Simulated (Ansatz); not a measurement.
# How Na(100) screens a field

Wanted: the response of a Na(100) slab to a perpendicular field.

Calculated with Ansatz 0.2.0; plane-wave DFT, PBE, Ansatz PAW, in the first sound run; inputs show where later runs differ.

Most raw output is cut from this account.

**1. Set-up**

The cell holds 7 atoms: 7 Na. Cell: a = 4.230 Å, b = 4.230 Å, c = 30.690 Å, α = 90.0°, β = 90.0°, γ = 90.0°. Vacuum lies along c.

Coordinates:

```cif
data_structure
_symmetry_space_group_name_H-M 'P 1'
_symmetry_Int_Tables_number 1
_cell_length_a 4.2300
_cell_length_b 4.2300
_cell_length_c 30.6900
_cell_angle_alpha 90.000
_cell_angle_beta 90.000
_cell_angle_gamma 90.000
_cell_volume 549.13
loop_
_atom_site_label
_atom_site_type_symbol
_atom_site_fract_x
_atom_site_fract_y
_atom_site_fract_z
_atom_site_occupancy
Na1 Na 0.00000 0.00000 0.29326 1
Na2 Na 0.50000 0.50000 0.36217 1
Na3 Na 0.00000 0.00000 0.43109 1
Na4 Na 0.50000 0.50000 0.50000 1
Na5 Na 0.00000 0.00000 0.56891 1
Na6 Na 0.50000 0.50000 0.63783 1
Na7 Na 0.00000 0.00000 0.70674 1
```

**2. Single point, field 0**

A sawtooth potential applies the field, turning back in the middle of the vacuum. With the dipole correction the typed value is the field outside the slab. The induced dipole is small, so the SCF threshold is tight.

Contents of input.yaml:

```yaml
crystal:
  lattice:
    - [4.23, 0.0, 0.0]
    - [0.0, 4.23, 0.0]
    - [0.0, 0.0, 30.69]
  atoms:
    - { symbol: Na, position: [0.0, 0.0, 0.293255132] }
    - { symbol: Na, position: [0.5, 0.5, 0.362170088] }
    - { symbol: Na, position: [0.0, 0.0, 0.431085044] }
    - { symbol: Na, position: [0.5, 0.5, 0.5] }
    - { symbol: Na, position: [0.0, 0.0, 0.568914956] }
    - { symbol: Na, position: [0.5, 0.5, 0.637829912] }
    - { symbol: Na, position: [0.0, 0.0, 0.706744868] }
kpoints:
  mp_grid: { grid: [12, 12, 1] }
hamiltonian:
  xc: pbe
scf:
  occupations: { method: fermi_dirac, width: 0.1 }
  convergence: { dr2_threshold: 1.0e-10 }
efield:
  axis: 3
  dipole_correction: true
  ramp_position: 0.97
  ramp_width: 0.06
  amplitude: 0
output:
  forces: true
  write_potential: true
  write_density: true
  volumetric_format: npy
```

The run is started by

```bash
> ansatz run input.yaml --threads 2 --pin off --max-ram 3072MiB --backend cpu --events-out ev --progress --plain --runs-dir out
```

It took 72 s on 2 threads of Arm Neoverse N1, shared host; peak memory 0.82 GiB; 2 min of CPU time.

Numbers from this step:

| Item | Value |
| --- | --- |
| energy at zero smearing | -10404.4093 eV |
| work function, upper face | 2.671 eV |
| dipole along the normal | -2.74e-8 e·Å |

Running mean over 2.115 Å of the planar mean; the ramp of the sawtooth is left out. Electron's electrostatic potential energy less the Fermi level against z:

```csv
z (Å),electron's electrostatic potential energy less the Fermi level (eV)
3.5,2.67
4.0,2.67
4.5,2.66
5.0,2.66
5.5,2.64
6.0,2.59
6.5,2.48
7.0,2.24
7.5,1.69
8.0,0.461
8.5,-0.571
9.0,-0.881
9.5,-0.934
10.0,-0.903
10.5,-0.871
11.0,-0.861
11.5,-0.865
12.0,-0.867
12.5,-0.862
13.0,-0.853
13.5,-0.846
14.0,-0.846
14.5,-0.851
15.0,-0.857
15.5,-0.858
16.0,-0.854
16.5,-0.848
17.0,-0.845
17.5,-0.850
18.0,-0.859
18.5,-0.866
19.0,-0.867
19.5,-0.861
20.0,-0.865
20.5,-0.889
21.0,-0.926
21.5,-0.919
22.0,-0.742
22.5,-0.0310
23.0,1.30
23.5,2.09
24.0,2.41
24.5,2.55
25.0,2.62
25.5,2.65
26.0,2.66
26.5,2.67
27.0,2.67
27.5,2.67
```

The work function of the upper face is 2.67 eV.

**3. Single point, field 0.03 V/Å**

Changes to input.yaml since step 2:

```diff
@@ -25,3 +25,3 @@
   ramp_width: 0.06
-  amplitude: 0
+  amplitude: 0.03
 output:
```

Wall time 80 s (2 threads); peak memory 0.81 GiB; 2 min of CPU time.

The dipole is 0.0505 e·Å.

**4. Single point, field -0.03 V/Å**

Changes to input.yaml since step 3:

```diff
@@ -25,3 +25,3 @@
   ramp_width: 0.06
-  amplitude: 0.03
+  amplitude: -0.03
 output:
```

Elapsed: 77 s, on 2 threads; peak memory 0.81 GiB.

The dipole is -0.0505 e·Å.

**5. Single point, field 0.1 V/Å**

Changes to input.yaml since step 4:

```diff
@@ -25,3 +25,3 @@
   ramp_width: 0.06
-  amplitude: -0.03
+  amplitude: 0.1
 output:
```

Run time: 75 s. Hardware: 2 threads; peak memory 0.81 GiB.

The dipole is 0.168 e·Å.

**6. Atoms held, field -0.1 V/Å**

Changes to input.yaml since step 5:

```diff
@@ -25,3 +25,3 @@
   ramp_width: 0.06
-  amplitude: 0.1
+  amplitude: -0.1
 output:
```

It took 76 s on 2 threads; peak memory 0.81 GiB; 2.1 min of CPU time.

The dipole is -0.168 e·Å.

**7. Single point, field 0.15 V/Å**

Changes to input.yaml since step 6:

```diff
@@ -25,3 +25,3 @@
   ramp_width: 0.06
-  amplitude: -0.1
+  amplitude: 0.15
 output:
@@ -31 +31,2 @@
   volumetric_format: npy
+  elf: true
```

Elapsed: 74 s, on 2 threads; peak memory 0.81 GiB; 2.1 min of CPU time.

Running mean over 2.115 Å of the planar mean, with the applied field; the ramp of the sawtooth is left out. The electron's electrostatic potential energy less the Fermi level by z:

```csv
z (Å),electron's electrostatic potential energy less the Fermi level (eV)
4,2.26
5,2.39
6,2.45
7,2.20
8,0.470
9,-0.872
10,-0.904
11,-0.863
12,-0.866
13,-0.852
14,-0.847
15,-0.857
16,-0.853
17,-0.845
18,-0.860
19,-0.867
20,-0.862
21,-0.928
22,-0.753
23,1.31
24,2.49
25,2.82
26,3.00
27,3.16
```

The dipole is 0.252 e·Å.

**8. The response**

This step: plane-wave DFT, PBE, Ansatz PAW; screening of a field by a metal slab (Ansatz 0.2.0).

The dipoles give the slope, and the difference of two potentials shows where the field is screened.

This step gave:

```
equivalent conductor thickness p/(ε₀AE)      : 17.01 Å
distance between the outer atoms             : 12.69 Å
inner field over outer field                 : 0.004519
image plane, upper face                      : 2.219 Å
induced electrons on the upper face over ε₀E : -0.9894
image plane, lower face                      : 2.220 Å
induced electrons on the lower face over ε₀E : 0.9893
```

Table of dipole of the cell by applied field:

```csv
applied field (V/Å),dipole of the cell (e·Å)
-0.100,-0.168
-0.030,-0.0505
0.000,0
0.030,0.0505
0.100,0.168
0.150,0.252
```

Local field over the applied field, running mean. From the potentials at -0.03 and 0.03 V/Å; running mean over 2.115 Å. Table of local field over applied field by z:

| z (Å) | local field over applied field |
| --- | --- |
| 5 | 0.947 |
| 6 | 0.822 |
| 7 | 0.530 |
| 8 | 0.148 |
| 9 | -0.0658 |
| 10 | -0.0430 |
| 11 | 0.0190 |
| 12 | 0.0100 |
| 13 | -0.0102 |
| 14 | -0.00351 |
| 15 | 0.00609 |
| 16 | 0.00410 |
| 17 | -0.00732 |
| 18 | -0.00686 |
| 19 | 0.0181 |
| 20 | 0.00657 |
| 21 | -0.0648 |
| 22 | -0.0291 |
| 23 | 0.261 |
| 24 | 0.639 |
| 25 | 0.876 |
| 26 | 0.965 |

Electrons, planar mean, per unit field. Table of induced electron density by z:

```
z (Å)  induced electron density (e/Å³ per V/Å)
    5                                   2.9e-4
    6                                   9.6e-4
    7                                  0.00233
    8                                  0.00233
    9                                   1.8e-4
   10                                  -8.0e-4
   11                                  -5.9e-5
   12                                   3.0e-4
   13                                  -2.5e-5
   14                                  -1.1e-4
   15                                  -8.8e-6
   16                                   3.1e-5
   17                                   1.1e-4
   18                                  -7.3e-5
   19                                  -2.8e-4
   20                                   3.1e-4
   21                                   6.8e-4
   22                                  -8.0e-4
   23                                 -0.00266
   24                                 -0.00189
   25                                  -6.7e-4
   26                                  -2.0e-4
```

By hand: between -0.03 and 0.03 V/Å the dipole changes by 0.1009 e·Å, a slope of 1.682 e·Å²/V. A perfect conductor of thickness t has p = ε₀AEt, so t = 180.95 × 1.682 / 17.893 = 17.01 Å (e/ε₀ = 180.95 V·Å, A in Å²). Less the 12.69 Å between the outer atoms, and halved, that puts each image plane 2.16 Å out.

The induced dipole is that of a conductor 17.01 Å thick.

**9. Varying the input**

This step: plane-wave DFT, PBE, Ansatz PAW, but for the change named below (Ansatz 0.2.0).

A run with a changed input: it repeats the earlier run at 0.03 V/Å with magnetization to spin_polarized: true and scf.occupations.method from fermi_dirac to gaussian.

Contents of input.yaml:

```yaml
crystal:
  lattice:
    - [4.23, 0.0, 0.0]
    - [0.0, 4.23, 0.0]
    - [0.0, 0.0, 30.69]
  atoms:
    - { symbol: Na, position: [0.0, 0.0, 0.293255132], spin: 0.2 }
    - { symbol: Na, position: [0.5, 0.5, 0.362170088], spin: 0.2 }
    - { symbol: Na, position: [0.0, 0.0, 0.431085044], spin: 0.2 }
    - { symbol: Na, position: [0.5, 0.5, 0.5], spin: 0.2 }
    - { symbol: Na, position: [0.0, 0.0, 0.568914956], spin: 0.2 }
    - { symbol: Na, position: [0.5, 0.5, 0.637829912], spin: 0.2 }
    - { symbol: Na, position: [0.0, 0.0, 0.706744868], spin: 0.2 }
kpoints:
  mp_grid: { grid: [12, 12, 1] }
hamiltonian:
  xc: pbe
scf:
  occupations: { method: gaussian, width: 0.1 }
  convergence: { dr2_threshold: 1.0e-10 }
efield:
  axis: 3
  dipole_correction: true
  ramp_position: 0.97
  ramp_width: 0.06
  amplitude: 0.03
output:
  forces: true
  write_potential: true
  write_density: true
  volumetric_format: npy
magnetization:
  spin_polarized: true
```

Wall time 3.1 min (2 threads); peak memory 1.2 GiB; 5.1 min of CPU time.

Numbers from this step:

* energy at zero smearing: -10404.4095 eV
* dipole along the normal: 0.05041 e·Å

| quantity | this run | earlier run | difference |
| --- | --- | --- | --- |
| dipole along the normal (e·Å) | 0.05041 | 0.05045 | -3.8e-5 |

The dipole moves by under 0.5 % or 5e-5 e·Å. The run took 15 SCF cycles against 10.

**10. A changed input**

This step: plane-wave DFT, PBE, Ansatz PAW (Ansatz 0.2.0).

Another changed input: it repeats the earlier run at 0.03 V/Å with efield.dipole_correction from true to false.

Contents of input.yaml:

```yaml
crystal:
  lattice:
    - [4.23, 0.0, 0.0]
    - [0.0, 4.23, 0.0]
    - [0.0, 0.0, 30.69]
  atoms:
    - { symbol: Na, position: [0.0, 0.0, 0.293255132] }
    - { symbol: Na, position: [0.5, 0.5, 0.362170088] }
    - { symbol: Na, position: [0.0, 0.0, 0.431085044] }
    - { symbol: Na, position: [0.5, 0.5, 0.5] }
    - { symbol: Na, position: [0.0, 0.0, 0.568914956] }
    - { symbol: Na, position: [0.5, 0.5, 0.637829912] }
    - { symbol: Na, position: [0.0, 0.0, 0.706744868] }
kpoints:
  mp_grid: { grid: [12, 12, 1] }
hamiltonian:
  xc: pbe
scf:
  occupations: { method: fermi_dirac, width: 0.1 }
  convergence: { dr2_threshold: 1.0e-10 }
efield:
  axis: 3
  dipole_correction: false
  ramp_position: 0.97
  ramp_width: 0.06
  amplitude: 0.03
output:
  forces: true
  write_potential: true
  write_density: true
  volumetric_format: npy
```

It took 59 s on 2 threads; peak memory 0.82 GiB.

| quantity | this run | earlier run | difference |
| --- | --- | --- | --- |
| dipole along the normal (e·Å) | 0.1132 | 0.05045 | 0.063 |

With the dipole correction off, the periodic images add a field of their own to the typed one.

It moves by +0.0627 e·Å.

These numbers are not those of the isolated slab.

**11. What came out**

```
work function                                : 2.67 eV
image plane, upper face                      : 2.22 Å
induced electrons on the upper face over ε₀E : -0.989
equivalent conductor thickness p/(ε₀AE)      : 17.0 Å
inner field over outer field                 : 0.00452
```

In words: The induced charge has its centre 2.22 Å outside the outermost atoms; this is the plane from which a capacitor's gap or an image potential counts. The equivalent conductor thickness exceeds the distance between the outer atoms by 4.32 Å, about the sum of the two image-plane distances. In the middle of the slab the field is screened to under 0.5 % of its outer value. The atoms are held at bulk positions with the tabulated experimental lattice constant.

[Logs are printed without paths, hosts, clocks, repeated set-up lines and the standing remarks that a program may print on its own settings, such as how far it seeks lower states.]

[Hosts, paths, dates, database ids (printed as entryN), source tags and the programs' standing remarks are cut or masked in the printed files.]

[Maps of the electrostatic potential energy from Ansatz leave out the sawtooth potential of an applied field or a dipole correction, so their vacuum need not be flat; planar profiles and work functions include it.]
